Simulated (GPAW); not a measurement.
# Near-edge structure at the Mg K edge of CsMgF3 (Pm-3m), part 2 of 2

Aim: the near-edge shape at the Mg K edge of CsMgF3 (Pm-3m), and what the core hole does to it.

GPAW 26.7.0; X-ray absorption from dipole matrix elements to empty bands, plane-wave PAW LDA.

So far. Step 2 (The field without a hole): The mesh shows a gap of 6.37 eV, so the hole is first treated in a charged cell, without the excited electron. Step 3 (Spectrum without a core hole, Mg atom 2): Main maxima below 24 eV (height): 2.6 eV (0.52), 3.7 eV (0.85), 5.2 eV (0.83), 8.1 eV (2.28) and 16.9 eV (1.05). A K edge sees empty p states on the absorber.

## Step 5: Spectrum with FCH, Mg atom 2

The holes are 7.4 Å apart. In GPAW the data set carries the hole's charge, so charge=0 means a charged cell and charge=-1 a neutral one. The excited electron is left out and a uniform background balances the charge. After the field has converged, empty bands are computed with the density fixed and the dipole matrix elements are summed.

The input, xas.py:

```python
import numpy as np
from ase import Atoms
from ase.parallel import parprint, paropen
from gpaw import GPAW, PW, FermiDirac, Mixer, MixerDif, setup_paths
from gpaw.test import gen
setup_paths.insert(0, '.')
gen('Mg', name='fch1s', xcname='LDA', corehole=(1, 0, 1), write_xml=True)
from gpaw.mpi import world
world.barrier()

atoms = Atoms('Cs4Mg4F12',
    cell=[[4.252307, 4.252307, 4.252307],
     [-4.252307, 4.252307, -4.252307],
     [-4.252307, -4.252307, 4.252307]],
    scaled_positions=[[0, 0, 0],
     [0, 0.5, 0.5],
     [0.5, 0, 0.5],
     [0.5, 0.5, 0],
     [0.5, 0, 0],
     [0.5, 0.5, 0.5],
     [0, 0, 0.5],
     [0, 0.5, 0],
     [0.25, 0, 0.75],
     [0.25, 0.5, 0.25],
     [0.75, 0, 0.25],
     [0.75, 0.5, 0.75],
     [0.25, 0.75, 0],
     [0.25, 0.25, 0.5],
     [0.75, 0.75, 0.5],
     [0.75, 0.25, 0],
     [0.5, 0.25, 0.25],
     [0.5, 0.75, 0.75],
     [0, 0.25, 0.75],
     [0, 0.75, 0.25]],
    pbc=True)
atoms.calc = calc = GPAW(legacy_gpaw=True, mode=PW(500), xc='LDA', setups={4: 'fch1s'},
    kpts={'size': (3, 3, 3), 'gamma': True}, occupations=FermiDirac(0.02),
    charge=0, mixer=Mixer(0.1, 5, 50), maxiter=150,
    convergence={'density': 0.0001}, txt='scf.txt')
energy = atoms.get_potential_energy() + calc.get_reference_energy()
ef = calc.get_fermi_level()
out = dict(energy=energy, fermi=ef, forces=atoms.get_forces().tolist())
parprint(f'all-electron energy {energy:.4f} eV, Fermi level {ef:.4f} eV')
ev = np.array([[calc.get_eigenvalues(k, s) for k in range(len(calc.get_ibz_k_points()))] for s in range(calc.get_number_of_spins())])
out['homo'], out['lumo'], out['counts'] = ev[ev < ef].max(), ev[ev > ef].min(), sorted(set((ev < ef).sum((0, 2)).tolist()))
out['filled'] = (ev[:, 0] < ef).sum(1).tolist()

from ase.units import Ha
from gpaw.xas import dipole_matrix_elements
nb = int(calc.get_number_of_electrons() / 2) + 185
top, nb = nb, nb + 8 + nb // 12
nscf = calc.fixed_density(kpts={'size': (4, 4, 4), 'gamma': True}, nbands=nb,
    convergence={'bands': top, 'eigenstates': 1e-5}, maxiter=60, txt='nscf.txt')
cell = atoms.cell.array
ops = [cell.T @ U.T @ np.linalg.inv(cell.T) for U in nscf.wfs.kd.symmetry.op_scc]
filled = [80]  # bands filled in the ground state, by spin
E = np.arange(-6, 34, 0.1)
fwhm = np.interp(E, [4, 25], [0.9, 3.5])
Y, X, zero, highest = 0, 0, 1e9, 1e9
for spin in range(nscf.get_number_of_spins()):
    wfs = nscf.wfs
    A = dipole_matrix_elements(wfs.setups[4])
    eps = np.zeros((wfs.kd.nibzkpts, nb))
    d = np.zeros((3, A.shape[1], wfs.kd.nibzkpts, nb), complex)
    for kpt in wfs.kpt_u:
        if kpt.s == spin and 4 in kpt.P_ani:
            eps[kpt.k] = kpt.eps_n * Ha
            d[:, :, kpt.k] = (kpt.weight * wfs.nspins / 2) ** 0.5 * np.inner(A, kpt.P_ani[4])
    world.sum(eps)
    world.sum(d)
    T = np.einsum('amkn,bmkn->abkn', d, d.conj()).real
    T = sum(np.einsum('ai,ijkn,bj->abkn', R, T, R) for R in ops) / len(ops)
    empty = np.ones_like(eps, bool) & (np.arange(nb) >= filled[spin])
    zero, highest = min(zero, eps[empty].min()), min(highest, eps[:, top - 1].min())
    lines = [(eps, T, empty)] if spin == 0 else lines + [(eps, T, empty)]
for eps, T, empty in lines:
    f = np.einsum('aakn->akn', T).reshape(3, -1)
    x = eps.ravel() - zero
    w = np.interp(x, E, fwhm) / 2.35482
    g = np.exp(-0.5 * ((E[:, None] - x) / w) ** 2) / (w * (2 * np.pi) ** 0.5)
    Y = Y + (f * empty.ravel()) @ g.T
    X = X + (f * ~empty.ravel()) @ g.T
out.update(E=E.round(2).tolist(), xas=Y.tolist(), xes=X.tolist(), zero=zero, valid=highest - zero, nk=len(eps), nb=nb)
for i in range(0, len(E), 10):
    parprint(f'{E[i]:7.2f}', *(f'{v:10.3e}' for v in Y[:, i]))
import json
with paropen('out.json', 'w') as f:
    json.dump(out, f)
```

On the command line:

```sh
OMP_NUM_THREADS=1 mpirun -n 4 gpaw python xas.py
```

Numbers of over 12 decimals in the logs are rounded to 6 here.

The log of the run:

```text
Input parameters:
  convergence: {density: 0.0001}
  kpts: {gamma: True,
         size: (3, 3, 3)}
  maxiter: 150
  mixer: {backend: pulay,
          beta: 0.1,
          method: separate,
          nmaxold: 5,
          weight: 50}
  mode: {ecut: 500.0,
         name: pw}
  occupations: {fixmagmom: False,
                name: fermi-dirac,
                width: 0.02}
  setups: {4: fch1s}

Initialize ...

[... PAW data sets ...]

Reference energy: -899317.692679  # eV

Spin-paired calculation

[... convergence settings ...]
Symmetries present (total): 12
  [... symmetry matrices ...]

27 k-points: 3 x 3 x 3 Monkhorst-Pack grid
6 k-points in the irreducible part of the Brillouin zone
       k-points in crystal coordinates                weights
   0:     0.00000000    0.00000000    0.00000000          1/27
   1:     0.00000000    0.33333333    0.00000000          6/27
   2:     0.00000000    0.33333333    0.33333333          2/27
   3:     0.33333333    0.00000000    0.00000000          6/27
   4:     0.33333333    0.33333333   -0.33333333          6/27
   5:     0.33333333    0.33333333    0.33333333          6/27

Wave functions: Plane wave expansion
  Cutoff energy: 500.000 eV
  Number of coefficients (min, max): 7788, 7824
  Pulay-stress correction: 0.000000 eV/Ang^3 (de/decut=0.000000)
  Using FFTW library
  Wavefunction extrapolation:
    Improved wavefunction reuse through dual PAW basis

Occupation numbers: Fermi-Dirac:
  width: 0.0200  # eV

Eigensolver
   Davidson(niter=2)

Densities:
  Coarse grid: 40*40*40 grid
  Fine grid: 80*80*80 grid
  Total Charge: 1.000000

Density mixing:
  Method: separate
  Backend: pulay
  Linear mixing parameter: 0.1
  old densities: 5
  Width of damping distribution: 1.1
  Damping of long wavelength oscillations: 50

[... Hamiltonian set-up ...]
Number of atoms: 20
Number of atomic orbitals: 100
Number of bands in calculation: 100
Number of valence electrons: 160
Bands to converge: occupied

... initialized

Initializing position-dependent things.

Density initialized from atomic densities
Creating initial wave functions:
  100 bands from LCAO basis set

               F         F
                F Cs      F
            F
         F     Mg   F    Mg
             F       Cs
       F    Mg F
        Cs        Cs
                F
         F     Mg

Atomic positions and initial magnetic moments

Positions:
   0 Cs     0.000000    0.000000    0.000000    ( 0.0000,  0.0000,  0.0000)
   1 Cs    -4.252307    0.000000    0.000000    ( 0.0000,  0.0000,  0.0000)
   2 Cs     0.000000    0.000000    4.252307    ( 0.0000,  0.0000,  0.0000)
   3 Cs     0.000000    4.252307    0.000000    ( 0.0000,  0.0000,  0.0000)
   4 Mg     2.126154    2.126154    2.126154    ( 0.0000,  0.0000,  0.0000)
   5 Mg    -2.126154    2.126154    2.126154    ( 0.0000,  0.0000,  0.0000)
   6 Mg    -2.126154   -2.126154    2.126154    ( 0.0000,  0.0000,  0.0000)
[...]
17 F     -4.252307    2.126154    2.126154    ( 0.0000,  0.0000,  0.0000)
  18 F     -4.252307   -2.126154    2.126154    ( 0.0000,  0.0000,  0.0000)
  19 F     -4.252307    2.126154   -2.126154    ( 0.0000,  0.0000,  0.0000)

Unit cell:
           periodic     x           y           z      points  spacing
  1. axis:    yes    4.252307    4.252307    4.252307    40     0.1503
  2. axis:    yes   -4.252307    4.252307   -4.252307    40     0.1503
  3. axis:    yes   -4.252307   -4.252307    4.252307    40     0.1503

  Lengths:   7.365212   7.365212   7.365212
  Angles:  109.471221 109.471221 109.471221

Effective grid spacing dv^(1/3) = 0.1688

iter:   1  -121.883150
iter:   2  -118.901109   -1.13  -1.21
iter:   3  -115.515604   -0.79  -1.30
iter:   4  -115.239969   -1.62  -1.52
iter:   5  -115.203437   -2.14  -1.80
iter:   6  -115.171328c  -2.57  -2.28
iter:   7  -115.151080c  -3.01  -2.50
iter:   8  -115.151252c  -4.38  -3.00
iter:   9  -115.148625c  -3.56  -3.00
iter:  10  -115.148459c  -5.50  -3.37
iter:  11  -115.148536c  -4.57  -3.48
iter:  12  -115.148382c  -4.98  -3.60
iter:  13  -115.148362c  -6.09  -3.91
iter:  14  -115.148355c  -6.45  -4.13c
iter:  15  -115.148348c  -6.90  -4.27c
iter:  16  -115.148347c  -7.78c -4.75c

Converged after 16 iterations.

Dipole moment: (-0.000000, 0.000000, -0.000000) |e|*Ang

Energy contributions relative to reference atoms: (reference = -899317.692679)

Kinetic:        +26.930976
Potential:      -44.246630
External:        +0.000000
XC:             -99.981311
Entropy (-ST):   -0.000000
Local:           +2.148617
SIC:             +0.000000
--------------------------
Free energy:   -115.148347
Extrapolated:  -115.148347

Showing only first 2 kpts
 Kpt  Band  Eigenvalues  Occupancy
  0    78      1.78002    2.00000
  0    79      1.78004    2.00000
  0    80      6.33140    0.00000
  0    81      9.36802    0.00000

  1    78      1.63570    2.00000
  1    79      1.75811    2.00000
  1    80      6.79009    0.00000
[...]
Fermi level: 3.10863

Gap: 4.551 eV
Transition (v -> c):
  (s=0, k=0, n=79, [0.00, 0.00, 0.00]) -> (s=0, k=0, n=80, [0.00, 0.00, 0.00])
No difference between direct/indirect transitions

Forces in eV/Ang:
  0 Cs    0.00000    0.00000    0.00000
  1 Cs   -0.00000    0.00000   -0.00000
  2 Cs    0.00000    0.00000    0.00000
  3 Cs    0.00000    0.00000    0.00000
  4 Mg   -0.00000    0.00000    0.00000
  5 Mg   -0.00000   -0.00000    0.00000
  6 Mg    0.00000   -0.00000   -0.00000
[...]
17 F    -2.01430   -0.00000   -0.00000
 18 F     0.00000    0.00000   -0.00000
 19 F     0.00000   -0.00000    0.00000
Scalar-relativistic atomic LDA calculation for Mg (Magnesium, Z=12)
Core hole in 1s state (1s occupation: 1.0)
450 radial gridpoints.
|------------------------------------------------|
|------------------------------------------------|
[... the atom generator's iteration count ...]

Energy contributions:
-------------------------
Kinetic:     +150.936470
XC:           -12.517816
Potential:   -289.511143
-------------------------
Total:       -151.092490

state      eigenvalue         ekin         rmax
-----------------------------------------------
1s^1.0 :   -50.674449    69.724812        0.084
2s^2.0 :    -4.035788    10.031038        0.518
2p^6.0 :    -2.903993     9.772171        0.430
3s^2.0 :    -0.536168     1.258278        2.050
3p^0.0 :    -0.343172     0.932201        2.381
-----------------------------------------------
(units: Bohr and Hartree)

Generating PAW setup
Kinetic energy of the core from tauc = 69.854286
Cutoffs:
rc(s)=2.060
rc(p)=2.050
rc(d)=1.960
rc(vbar)=2.000
rc(comp)=1.950
rc(nct)=2.060

Kinetic energy of the core states: 69.724812
Charge: 1.0
Core electrons: 1.0
Valence electrons: 10.0
Pseudo-core charge: 0.000000
Shape function alpha=2.630
Pseudo-electron charge 2.585279
state    eigenvalue         norm
--------------------------------
2s(2) :    -4.035788     0.092931
3s(2) :    -0.536168     1.052414
2p(6) :    -2.903993     0.049098
3p(0) :    -0.343172     1.000690
*d    :     0.000000
--------------------------------

Diagonalizing with gridspacing h=0.050

state   all-electron     PAW
-------------------------------
2s:      -4.035788    -4.036322
2p:      -2.903993    -2.904657
*d:                   -0.118527
*f:                   -0.020612
-------------------------------
all-electron energy -899432.8410 eV, Fermi level 3.1086 eV
[...]
31.00  2.888e-06  2.888e-06  2.888e-06
  32.00  3.487e-06  3.487e-06  3.487e-06
  33.00  4.224e-06  4.224e-06  4.224e-06
```

The job ended after 6.1 min (4 MPI ranks of Arm Neoverse V2, shared host; peak memory 0.65 GiB).

The Mg K spectrum, Mg atom 2, full core hole (charged cell) (energy from the lowest empty level; intensity scaled to a mean of 1 over the first 20 eV):

```
E (eV)  intensity
  -2.0       0.00
  -1.0       0.00
   0.0       0.00
   1.0       0.00
   2.0       0.01
   3.0       1.91
   4.0       3.91
   5.0       1.51
   6.0       1.38
   7.0       1.77
   8.0       1.63
   9.0       1.47
  10.0       0.92
  11.0       0.64
  12.0       0.50
  13.0       0.32
  14.0       0.51
  15.0       0.78
  16.0       0.76
  17.0       0.62
  18.0       0.56
  19.0       0.53
  20.0       0.43
  21.0       0.32
  22.0       0.28
  23.0       0.34
  24.0       0.46
  25.0       0.55
  26.0       0.55
  27.0       0.48
  28.0       0.38
  29.0       0.30
  30.0       0.26
  31.0       0.27
  32.0       0.32
```

Main maxima below 24 eV (height): 3.7 eV (4.26), 7.2 eV (1.78) and 15.4 eV (0.80). 

The hole costs E(hole) − E(ground) = 1303.63 eV, and the lowest empty level of the hole cell on the spectrum's mesh lies at 6.33 eV, which puts the zero at 1309.96 eV. One term is added: -12.89 eV, since the hole is spin-paired here and a spin-polarised one costs that much less in the free atom (computed apart). The photon energy is then 1297.07 eV. The tabulated edge of the element is 1303 eV. The functional and the charged cell's background leave an error in such absolute values: in the free atom LDA prices this hole 6.5 eV below PBE (computed apart), and PBE is itself good to a few eV.

## Step 6: With and without the hole

Both curves are counted from their own zero, so only the shift of weight within the empty states shows.

```
E (eV)  no hole   FCH
  -2.0     0.00  0.00
  -1.0     0.00  0.00
   0.0     0.00  0.00
   1.0     0.03  0.00
   2.0     0.22  0.01
   3.0     0.46  1.91
   4.0     0.71  3.91
   5.0     0.76  1.51
   6.0     0.57  1.38
   7.0     1.16  1.77
   8.0     2.26  1.63
   9.0     1.87  1.47
  10.0     1.72  0.92
  11.0     1.56  0.64
  12.0     1.28  0.50
  13.0     1.10  0.32
  14.0     0.91  0.51
  15.0     0.84  0.78
  16.0     0.99  0.76
  17.0     1.05  0.62
  18.0     0.99  0.56
  19.0     0.96  0.53
  20.0     0.87  0.43
  21.0     0.65  0.32
  22.0     0.42  0.28
  23.0     0.36  0.34
  24.0     0.48  0.46
  25.0     0.67  0.55
  26.0     0.75  0.55
  27.0     0.71  0.48
  28.0     0.61  0.38
  29.0     0.51  0.30
  30.0     0.43  0.26
  31.0     0.39  0.27
  32.0     0.39  0.32
```

With each curve scaled to its own mean, the area from −2 to 6 eV with the hole is 8.0 against 2.5, and the centre of weight from −1 to 20 eV moves by -2.7 eV: the hole pulls the absorber's empty states down.

## Step 7: Summary of results

```json
{
 "absorber and edge": "Mg K, atom 2 of the ground-state input (counted from 1)",
 "surroundings": "6 F at 2.13 Å (octahedral, site symmetry m-3m)",
 "highest intensity below 16 eV": "3.7 eV above the zero, height 4.26",
 "photon energy of the zero, with the added terms": "1297.1 eV (raw 1310.0 eV; LDA puts this hole about 6 eV below PBE, itself good to a few eV)"
}
```

In words: The Mg K edge of atom 2, with 6 F at 2.13 Å (octahedral, site symmetry m-3m), has its highest intensity of the first 16 eV at 3.7 eV above the zero, near 1301 eV in photon energy (LDA puts this hole about 6 eV below PBE, itself good to a few eV), 4.3 times the mean level of the first 20 eV (Gaussian full width 0.9 eV up to 4 eV, rising linearly to 3.5 eV at 25 eV). With each curve scaled to its own mean, the area from −2 to 6 eV with the hole is 8.0 against 2.5, and the centre of weight from −1 to 20 eV moves by -2.7 eV: the hole pulls the absorber's empty states down. The mesh is coarse (0.26 Å⁻¹ between points), so small maxima may be mesh ripples. The structure is a computed Materials Project entry and may be a hypothetical form.

[Banner, clock and machine lines of the logs are left out without a mark of their own.]

[Logs are printed without paths, hosts, clocks, repeated set-up lines and the standing remarks that a program may print on its own settings, such as how far it seeks lower states.]

[Hosts, paths, dates, database ids (printed as entryN), source tags and the programs' standing remarks are cut or masked in the printed files.]

[Lists of maxima count a maximum above −3 eV only where it reaches 4 % of the highest in the window and stands out from its surroundings by 2 % of it (1.5 % where it reaches 55 %); shoulders and weaker maxima are passed over, and of the rest the first, up to two pre-edge ones and the few strongest are named.]
